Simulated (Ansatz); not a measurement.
# Mg (P6_3/mmc, 2 atoms in the cell): modes against biaxial strain in the (0001) plane, that of a and b, part 2 of 2

Aim: how do the optical modes of Mg (P6_3/mmc, 2 atoms in the cell) shift and split under this strain?

Ansatz 0.2.0; DFT PBEsol, scalar-relativistic, plane waves, PAW; PAW set soft_1.

So far. Step 3 (Tight relaxation): The forces vanish by symmetry and the pressure is 0.003 GPa, within the tolerances set. The cell now holds 22.49 Å³/atom.

## (4) Modes at rest

The force constants come from the linear response of the density to a displacement.

The modes at rest are the reference of the series.

Contents of input.yaml:

```yaml
crystal:
  lattice:
    - [3.1908322491, 0.0, 0.0]
    - [-1.5954161245, 2.7633417869, 0.0]
    - [0.0, 0.0, 5.1010707403]
  atoms:
    - { symbol: Mg, position: [0.3333333333, 0.6666666667, 0.25] }
    - { symbol: Mg, position: [0.6666666667, 0.3333333333, 0.75] }
kpoints:
  mp_grid: { grid: [15, 15, 8] }
hamiltonian:
  xc: pbesol
  pseudopotentials: { kind: paw, azcp: { folder: soft_1 }, xc_functional: pbe }
scf:
  occupations: { method: methfessel_paxton, width: 0.2 }
output:
  eigenvalues: true
phonons:
  method: dfpt
```

On the command line:

```
ansatz run input.yaml --threads 4 --pin off --max-ram 10240MiB --backend cpu --events-out ev --progress --plain --runs-dir out
```

Numbers of over 12 decimals in the logs are rounded to 6 here.

What it wrote:

```text
zone centre: on kpoints.mp_grid the ground state, and the responses unless they are solved on pairs of k-points, stand on 320 of the mesh's 1800 k-points, reduced under 4 symmetry operations, with k and −k counted as one. Each operation leaves every solved displacement unchanged or reverses it
[...]
Crystal: 2 atoms, lattice volume = 44.978 Å³
Basis set: ecut = 420 eV, 881 PW (Γ), exchange–correlation on 48×48×72 points (8 copies of the dense FFT grid, shifted against one another)
Bands: 14, of which v1, the nominal top of the filled ones, is band 10 counted from 1 (9 counted from 0)
Symmetry: 24 space group operations
k-points: 320 of 1800 (irreducible under 4 space group operations, time reversal used)
[...]
SCF iter   1: F=—  HF=-3824.135479 eV  |F-HF|=—  |Δ(HF+E_count)|=         —  Δρ=1.41e-2  dr2=1.17e-1  ethr=3.10e-3  ⟨swp⟩=5.0  Hψ=22190  notcnv=0
[...]
SCF iter   7: F=-3824.104957 eV  HF=-3824.104957 eV  |F-HF|=3.18e-12  |Δ(HF+E_count)|=   1.74e-9  S|Δr|=    0.00e0  Δρ=1.09e-7  dr2=2.52e-12  ethr=1.00e-12  ⟨swp⟩=4.5  Hψ=22422  notcnv=0
SCF 1 converged in 7 iterations: F = -3824.104957 eV  dr2 = 2.52e-12
[...]
DFPT response loops at Γ: preconditioner auto → Kerker (q_TF=auto, 2.384 Å⁻¹) (partly filled bands, converged f_vac=0.000); β = 1.00, the filter's whole step (`scf.mixing.beta` (0.50) is not read by the response loops under this deck's `scf.mixing.preconditioner`; to damp them name `kerker` or `kerker_dos`, under which they read `scf.mixing.beta`, and type it under 1.00, their step now; both keys bind the ground state too); Broyden in place of MSR1
SCF converged after 7 iterations
[...]
Free energy (F): -3824.104957 eV
[...]
Internal energy: -3824.103239 eV  (E = F + TS)
E sigma→0 (E₀):  -3824.104527 eV
Entropy (-TS):   -0.001718 eV (-0.859 meV/atom)
Fermi energy:    5.725744 eV
[...]
--- Band table (eV; the first three rows and the last of 320) ---
  k-point 0: bands = [... 6 lower, -36.8119, -36.8119, -1.2830, 4.1010, 4.6377, 16.6092, 16.6092, 16.7311]
  k-point 1: bands = [... 6 lower, -36.8122, -36.8122, -1.1921, 3.0479, 5.8462, 16.6805, 16.6805, 16.7915]
  k-point 2: bands = [... 6 lower, -36.8128, -36.8128, -0.9201, 1.9253, 7.4349, 15.1231, 16.8859, 16.8859]
  k-point 319: bands = [... 6 lower, -36.8190, -36.8190, 3.2962, 3.2962, 8.1825, 8.1825, 9.6610, 9.6610]
--- Phonons (Γ-DFPT): 2 representative perturbations + reference, on 320 of 1800 k-points (Σ response iterations 6) ---
  k mesh reduced under 4 symmetry operations, with k and −k counted as one. Each operation leaves every solved displacement unchanged or reverses it
  ASR residual: 9.484e-5 → 0.000e0 eV/Å²; symmetrization residual: 1.785e-10 eV/Å²
  ASR residual per site (eV/Å²): 9.48e-5 9.48e-5
  Γ frequencies (cm⁻¹): 0.00 0.00 0.00 131.02 131.02 256.27
  non-analytic LO–TO correction: not included (Born effective charges unavailable; polar crystals: no LO–TO splitting at Γ)
```

It took 8.8 s on 4 threads of Intel Xeon Platinum 8488C (Sapphire Rapids), shared host; peak memory 0.75 GiB; 31 s of CPU time.

This step gave:

```
sum-rule residual before enforcement                    : 9.48e-5 eV/Å²
point group                                             : 6/mmm
highest optical mode at the zone centre (no LO-TO term) : 256.3 cm⁻¹
lowest optical zone-centre mode                         : 131.0 cm⁻¹
```

Patterns of degenerate modes are one choice out of their space. Modes at Γ:

| mode | frequency (cm⁻¹) | symmetry |
| --- | --- | --- |
| 1 | 0.0 | acoustic |
| 2 | 0.0 | acoustic |
| 3 | 0.0 | acoustic |
| 4 | 131.0 | E2g |
| 5 | 131.0 | E2g |
| 6 | 256.3 | B1g |

Displacements in mode 4 (131.0 cm⁻¹), the largest set to 1:
```
Mg1  0.00  1.00  0.00
Mg2  0.00 -1.00  0.00
```

Displacements in mode 6 (256.3 cm⁻¹), the largest set to 1:
```
Mg1  0.00  0.00  1.00
Mg2  0.00  0.00 -1.00
```

Before it was imposed, the acoustic sum rule was missed by 9.5e-5 eV/Å². Small misses are needed for a sound result but don't prove that mesh and cutoff are converged. The lowest optical mode is real, 131 cm⁻¹.

## (5) Relaxation of a member: biaxial strain of +4 % in the (0001) plane, that of a and b

The cell takes a biaxial strain of +4 % in the (0001) plane, that of a and b. The strained lengths are held, while the rest of the cell and the atoms relax.

input.yaml, the sections that differ from step 4:

```yaml
crystal:
  lattice:
    - [3.3184655391, 0.0, 0.0]
    - [-1.6592327696, 2.8738754585, 0.0]
    - [0.0, 0.0, 5.0431370577]
  atoms:
    - { symbol: Mg, position: [0.3333333333, 0.6666666667, 0.25] }
    - { symbol: Mg, position: [0.6666666667, 0.3333333333, 0.75] }
output:
  forces: true
  stress: true
  eigenvalues: true
relax:
  adjacent_minimum: "off"
  f_tol: 0.001
  max_steps: 60
  cell: { stress_tol: 0.01, fix: [a, b, gamma] }
# kpoints, hamiltonian, scf: as in step 4
# phonons: removed
```

What it wrote:

```text
[...]
Crystal: 2 atoms, lattice volume = 48.096 Å³
Basis set: ecut = 420 eV, 953 PW (Γ), exchange–correlation on 48×48×72 points (8 copies of the dense FFT grid, shifted against one another)
Bands: 14, of which v1, the nominal top of the filled ones, is band 10 counted from 1 (9 counted from 0)
Symmetry: 24 space group operations
[...]
k-points: 135 of 1800
[...]
k-point 134: bands = [... 6 lower, -37.4204, -37.4204, 5.2768, 5.2768, 5.8504, 5.8504, 6.4240, 6.4240]
--- Relaxed structure (3 steps of the walk, 3 accepted, 1 SCFs on fresh bases) ---
[...]
cell:  # Å, volume = 47.8978 Å³
    - [3.318466, 2.8867513140128472e-11, 0]
    - [-1.659233, 2.873875, 0]
    - [0, 0, 5.022391]
  atoms:
    - { symbol: Mg, position: [0.333333, 0.666667, 0.250000] }
    - { symbol: Mg, position: [0.666667, 0.333333, 0.750000] }
[key lines of the parts left out:]
SCF converged after 4 iterations
Free energy (F): -3824.070265 eV
Fermi energy:    5.201768 eV
P = ⅓ Tr σ = -1.9077 GPa (-19.077 kbar)
```

Elapsed: 4 s, on 4 threads; peak memory 0.44 GiB.

Relaxation path:

| step | energy less that of the first step (eV) | largest force component (eV/Å) | pressure (GPa) | volume (Å³) |
| --- | --- | --- | --- | --- |
| 1 | 0.0000 | 0.0000 | -2.05 | 48.10 |
| 2 | -0.0002 | 0.0000 | -1.95 | 47.96 |
| 3 | -0.0002 | 0.0000 | -1.91 | 47.90 |
| 4* | -0.0002 | 0.0000 | -1.91 | 47.90 |

Relaxation steps marked * repeat the geometry before them on a plane-wave basis chosen anew for their cell, so energy and pressure can jump there.

Forces are held to the 24 operations that the run works with; a distortion that breaks them can't arise in this run.

| conventional cell, symmetrised | before | after | change |
| --- | --- | --- | --- |
| a (Å) | 3.318 | 3.318 | +0.0 % |
| b (Å) | 3.318 | 3.318 | +0.0 % |
| c (Å) | 5.043 | 5.022 | -0.4 % |
| volume (Å³/atom) | 24.05 | 23.95 | -0.4 % |

The relaxed structure:

```
Mg
1.0
     3.31847    0.00000    0.00000
    -1.65923    2.87388    0.00000
     0.00000    0.00000    5.02239
Mg
2
Direct
  0.33333 0.66667 0.25000
  0.66667 0.33333 0.75000
```

Numbers from this step:

- pressure: -1.908 GPa
- volume per atom: 23.95 Å³

The forces vanish by symmetry.

## (6) Modes of this member: biaxial strain of +4 % in the (0001) plane, that of a and b

The zone-centre modes follow for biaxial strain of +4 % in the (0001) plane, that of a and b.

input.yaml, the sections that differ from step 5:

```yaml
crystal:
  lattice:
    - [3.3184655391, 0.0, 0.0]
    - [-1.6592327696, 2.8738754585, 0.0]
    - [0.0, 0.0, 5.0223908863]
  atoms:
    - { symbol: Mg, position: [0.3333333333, 0.6666666667, 0.25] }
    - { symbol: Mg, position: [0.6666666667, 0.3333333333, 0.75] }
output:
  eigenvalues: true
phonons:
  method: dfpt
# kpoints, hamiltonian, scf: as in step 5
# relax: removed
```

What it wrote:

```text
[...]
Crystal: 2 atoms, lattice volume = 47.898 Å³
Basis set: ecut = 420 eV, 953 PW (Γ), exchange–correlation on 48×48×72 points (8 copies of the dense FFT grid, shifted against one another)
Bands: 14, of which v1, the nominal top of the filled ones, is band 10 counted from 1 (9 counted from 0)
Symmetry: 24 space group operations
k-points: 320 of 1800 (irreducible under 4 space group operations, time reversal used)
[...]
SCF iter   1: F=—  HF=-3824.099342 eV  |F-HF|=—  |Δ(HF+E_count)|=         —  Δρ=1.36e-2  dr2=1.22e-1  ethr=3.10e-3  ⟨swp⟩=5.0  Hψ=22052  notcnv=0
[...]
SCF iter   7: F=-3824.070265 eV  HF=-3824.070265 eV  |F-HF|=3.64e-12  |Δ(HF+E_count)|=  3.92e-10  S|Δr|=    0.00e0  Δρ=1.89e-7  dr2=7.35e-12  ethr=1.00e-12  ⟨swp⟩=4.7  Hψ=23424  notcnv=0
SCF 1 converged in 7 iterations: F = -3824.070265 eV  dr2 = 7.35e-12
[...]
SCF converged after 7 iterations
[...]
Free energy (F): -3824.070265 eV
[...]
Internal energy: -3824.069084 eV  (E = F + TS)
E sigma→0 (E₀):  -3824.069970 eV
Entropy (-TS):   -0.001181 eV (-0.591 meV/atom)
Fermi energy:    5.201768 eV
[...]
--- Band table (eV; the first three rows and the last of 320) ---
  k-point 0: bands = [... 6 lower, -37.4193, -37.4140, -1.5226, 3.9897, 4.6336, 15.0568, 15.0568, 15.1907]
  k-point 1: bands = [... 6 lower, -37.4195, -37.4153, -1.4289, 2.9385, 5.8452, 15.1269, 15.1269, 15.2697]
  k-point 2: bands = [... 6 lower, -37.4202, -37.4190, -1.1484, 1.7844, 7.4796, 15.2585, 15.3342, 15.3342]
  k-point 319: bands = [... 6 lower, -37.4212, -37.4212, 2.8717, 2.8717, 7.4333, 7.4333, 8.7578, 8.7578]
[...]
ASR residual: 2.745e-4 → 0.000e0 eV/Å²; symmetrization residual: 2.046e-10 eV/Å²
  ASR residual per site (eV/Å²): 2.75e-4 2.75e-4
  Γ frequencies (cm⁻¹): 0.00 0.00 0.00 133.74 133.74 250.19
[...]
```

Elapsed: 9.8 s, on 4 threads; peak memory 0.8 GiB; 34 s of CPU time.

Numbers from this step:

* sum-rule residual before enforcement: 2.75e-4 eV/Å²
* highest optical mode at the zone centre (no LO-TO term): 250.2 cm⁻¹
* lowest optical zone-centre mode: 133.7 cm⁻¹

Patterns of degenerate modes are one choice out of their space. Modes at Γ:

| mode | frequency (cm⁻¹) | symmetry |
| --- | --- | --- |
| 1 | 0.0 | acoustic |
| 2 | 0.0 | acoustic |
| 3 | 0.0 | acoustic |
| 4 | 133.7 | E2g |
| 5 | 133.7 | E2g |
| 6 | 250.2 | B1g |

The lowest optical mode is real, 134 cm⁻¹, and the highest lies at 250.2 cm⁻¹.

Between step 4 and this run (strain 4 %) the value for the highest optical mode at the zone centre (no LO-TO term) moves from 256 cm⁻¹ to 250 cm⁻¹ (-2 %).

## (7) Relaxation of a member: biaxial strain of -4 % in the (0001) plane, that of a and b

The cell takes a biaxial strain of -4 % in the (0001) plane, that of a and b. The strained lengths are held, while the rest of the cell and the atoms relax.

input.yaml, the sections that differ from step 6:

```yaml
crystal:
  lattice:
    - [3.0631989591, 0.0, 0.0]
    - [-1.5315994796, 2.6528081154, 0.0]
    - [0.0, 0.0, 5.203660225]
  atoms:
    - { symbol: Mg, position: [0.3333333333, 0.6666666667, 0.25] }
    - { symbol: Mg, position: [0.6666666667, 0.3333333333, 0.75] }
output:
  forces: true
  stress: true
  eigenvalues: true
relax:
  adjacent_minimum: "off"
  f_tol: 0.001
  max_steps: 60
  cell: { stress_tol: 0.01, fix: [a, b, gamma] }
# kpoints, hamiltonian, scf: as in step 6
# phonons: removed
```

What it wrote:

```text
[...]
Crystal: 2 atoms, lattice volume = 42.285 Å³
Basis set: ecut = 420 eV, 821 PW (Γ), exchange–correlation on 48×48×72 points (8 copies of the dense FFT grid, shifted against one another)
Bands: 14, of which v1, the nominal top of the filled ones, is band 10 counted from 1 (9 counted from 0)
Symmetry: 24 space group operations
[...]
k-points: 135 of 1800
[...]
k-point 134: bands = [... 6 lower, -36.2909, -36.2909, 6.5082, 6.5082, 6.8862, 6.8862, 8.1379, 8.1379]
--- Relaxed structure (4 steps of the walk, 4 accepted, 1 SCFs on fresh bases) ---
[...]
cell:  # Å, volume = 42.6573 Å³
    - [3.063199, 2.886755177234446e-11, 0.0]
    - [-1.531599, 2.652808, 0.0]
    - [0.0, 0.0, 5.249426]
  atoms:
    - { symbol: Mg, position: [0.333333, 0.666667, 0.25] }
    - { symbol: Mg, position: [0.666667, 0.333333, 0.75] }
[key lines of the parts left out:]
SCF converged after 5 iterations
Free energy (F): -3824.066171 eV
Fermi energy:    6.172269 eV
P = ⅓ Tr σ = 2.4110 GPa (24.110 kbar)
```

Elapsed: 4.2 s, on 4 threads; peak memory 0.43 GiB.

Relaxation path:

| step | energy less that of the first step (eV) | largest force component (eV/Å) | pressure (GPa) | volume (Å³) |
| --- | --- | --- | --- | --- |
| 1 | 0.0000 | 0.0000 | 2.76 | 42.29 |
| 2 | -0.0005 | 0.0000 | 2.56 | 42.50 |
| 3 | -0.0006 | 0.0000 | 2.43 | 42.64 |
| 4 | -0.0006 | 0.0000 | 2.41 | 42.66 |
| 5* | -0.0006 | 0.0000 | 2.41 | 42.66 |

Relaxation steps marked * repeat the geometry before them on a plane-wave basis chosen anew for their cell, so energy and pressure can jump there.

The run keeps the 24 symmetry operations that it works with, so distortions that break them were not tested.

| conventional cell, symmetrised | before | after | change |
| --- | --- | --- | --- |
| a (Å) | 3.063 | 3.063 | -0.0 % |
| b (Å) | 3.063 | 3.063 | -0.0 % |
| c (Å) | 5.204 | 5.249 | +0.9 % |
| volume (Å³/atom) | 21.14 | 21.33 | +0.9 % |

Final coordinates:

```xyz
2
Lattice="3.0632 0.0000 0.0000 -1.5316 2.6528 0.0000 0.0000 0.0000 5.2494" Properties=species:S:1:pos:R:3 pbc="T T T"
Mg    0.0000    1.7685    1.3124
Mg    1.5316    0.8843    3.9371
```

Numbers from this step:

```
pressure        : 2.411 GPa
volume per atom : 21.33 Å³
```

The forces vanish by symmetry.

The cell grew by 0.9 % in volume.

## (8) Zone-centre modes of the member: biaxial strain of -4 % in the (0001) plane, that of a and b

The zone-centre modes follow for biaxial strain of -4 % in the (0001) plane, that of a and b.

input.yaml, the sections that differ from step 7:

```yaml
crystal:
  lattice:
    - [3.0631989591, 0.0, 0.0]
    - [-1.5315994796, 2.6528081154, 0.0]
    - [0.0, 0.0, 5.2494263646]
  atoms:
    - { symbol: Mg, position: [0.3333333333, 0.6666666667, 0.25] }
    - { symbol: Mg, position: [0.6666666667, 0.3333333333, 0.75] }
output:
  eigenvalues: true
phonons:
  method: dfpt
# kpoints, hamiltonian, scf: as in step 7
# relax: removed
```

What it wrote:

```text
[...]
Crystal: 2 atoms, lattice volume = 42.657 Å³
Basis set: ecut = 420 eV, 845 PW (Γ), exchange–correlation on 48×48×72 points (8 copies of the dense FFT grid, shifted against one another)
Bands: 14, of which v1, the nominal top of the filled ones, is band 10 counted from 1 (9 counted from 0)
Symmetry: 24 space group operations
k-points: 320 of 1800 (irreducible under 4 space group operations, time reversal used)
[...]
k-point 1: bands = [... 6 lower, -36.2759, -36.2759, -0.9815, 3.0345, 5.6528, 16.5363, 18.1906, 18.1906]
  k-point 2: bands = [... 6 lower, -36.2764, -36.2764, -0.7244, 1.9671, 7.1624, 14.5191, 18.3642, 18.3642]
  k-point 319: bands = [... 6 lower, -36.2898, -36.2898, 3.6911, 3.6911, 8.9338, 8.9338, 10.5590, 10.5590]
[...]
ASR residual: 2.355e-5 → 0.000e0 eV/Å²; symmetrization residual: 1.380e-10 eV/Å²
  ASR residual per site (eV/Å²): 2.35e-5 2.35e-5
  Γ frequencies (cm⁻¹): 0.00 0.00 0.00 121.81 121.81 250.61
[...]
[key lines of the parts left out:]
SCF converged after 9 iterations
Free energy (F): -3824.066171 eV
Fermi energy:    6.172270 eV
```

The job ended after 9 s (4 threads; peak memory 0.75 GiB).

Numbers from this step:

```yaml
sum_rule_residual_before_enforcement: 2.35e-5 eV/Å²
highest_optical_mode_at_the_zone_centre_no_lo_to_term: 250.6 cm⁻¹
lowest_optical_zone_centre_mode: 121.8 cm⁻¹
```

Patterns of degenerate modes are one choice out of their space. Modes at Γ:

| mode | frequency (cm⁻¹) | symmetry |
| --- | --- | --- |
| 1 | 0.0 | acoustic |
| 2 | 0.0 | acoustic |
| 3 | 0.0 | acoustic |
| 4 | 121.8 | E2g |
| 5 | 121.8 | E2g |
| 6 | 250.6 | B1g |

The lowest optical mode is real, 122 cm⁻¹, and the highest lies at 250.6 cm⁻¹.

For the highest optical mode at the zone centre (no LO-TO term), step 4 gave 256 cm⁻¹; this run, with strain -4 %, gives 251 cm⁻¹ (-2 %).

## (9) The series together

The members are set side by side, also those not shown above.

Stress is positive in compression; energies are extrapolated to zero smearing, and E0 is that at rest; the edges not held and the atoms are relaxed in each cell; all runs use 15×15×8 k points and Methfessel-Paxton smearing of 0.2 eV. State of the crystal along the series:

| strain (%) | in-plane stress (GPa) | free strain along c (%) | E - E0 (meV/atom) |
| --- | --- | --- | --- |
| -4 | 3.616 | 2.908 | 19.48 |
| -3 | 2.624 | 2.011 | 10.66 |
| -2 | 1.716 | 1.206 | 4.597 |
| -1 | 0.8442 | 0.5459 | 1.083 |
| 0 | 0.002147 | 0 | 0 |
| 1 | -0.7948 | -0.4651 | 1.151 |
| 2 | -1.565 | -0.8132 | 4.452 |
| 3 | -2.269 | -1.136 | 9.924 |
| 4 | -2.862 | -1.542 | 17.28 |

Optical modes are counted from below at rest and tracked from member to member by their patterns, and modes that stay within 0.3 cm⁻¹ of each other stand once; labels, where given, are those at rest; the edges not held and the atoms are relaxed in each cell; all runs use 15×15×8 k points and Methfessel-Paxton smearing of 0.2 eV. Optical modes along the series:

| strain (%) | optical mode 1 E2g (cm⁻¹) | optical mode 2 B1g (cm⁻¹) |
| --- | --- | --- |
| -4 | 121.8 | 250.6 |
| -3 | 124.8 | 253.1 |
| -2 | 127.5 | 255.3 |
| -1 | 129.5 | 256.4 |
| 0 | 131 | 256.3 |
| 1 | 132.1 | 255.4 |
| 2 | 132.7 | 253.4 |
| 3 | 133.1 | 251.4 |
| 4 | 133.7 | 250.2 |

Value and slope at zero strain of a cubic (a lower polynomial where under five rows exist) through the rows within 2 % of rest. Slopes at rest:

| mode | frequency (cm⁻¹) | shift per percent of strain (cm⁻¹) | shift per GPa of compressive stress (cm⁻¹) |
| --- | --- | --- | --- |
| optical mode 1 E2g | 131 | 1.32 | -1.61 |
| optical mode 2 B1g | 256.3 | -0.49 | 0.6 |

## (10) What came out

```yaml
members: 9
highest_optical_mode_at_the_zone_centre_no_lo_to_term_at_rest: 256.3 cm⁻¹
biaxial_modulus_in_the_0001_plane_that_of_a_and_b: 81.9 GPa
optical_mode_1_e2g_shift_per_percent: 1.32 cm⁻¹
optical_mode_2_b1g_shift_per_percent: -0.49 cm⁻¹
```

What this shows: The stress changes by 0.82 GPa for each percent, a biaxial modulus of 82 GPa in the (0001) plane, that of a and b. For each percent the free edge responds with -0.51 %. Within 2 % of rest optical mode 1 E2g and optical mode 2 B1g bend away from a straight line, so a single slope holds only near rest. These are harmonic frequencies at zero temperature: anharmonic shifts, linewidths and thermal expansion are left out. With no gap, or one that is small against the smearing, the frequencies hang on the k mesh and the smearing, most of all near Kohn anomalies. The PAW files were made for PBE; the program adapts parts of them to the functional of the run, but their partial waves stay those of PBE, an approximation that was not tested in this session. Only the zone centre was solved, so an instability at another wavevector cannot show here.

[Logs are printed without paths, hosts, clocks, repeated set-up lines and the standing remarks that a program may print on its own settings, such as how far it seeks lower states.]

[Hosts, paths, dates, database ids (printed as entryN), source tags and the programs' standing remarks are cut or masked in the printed files.]
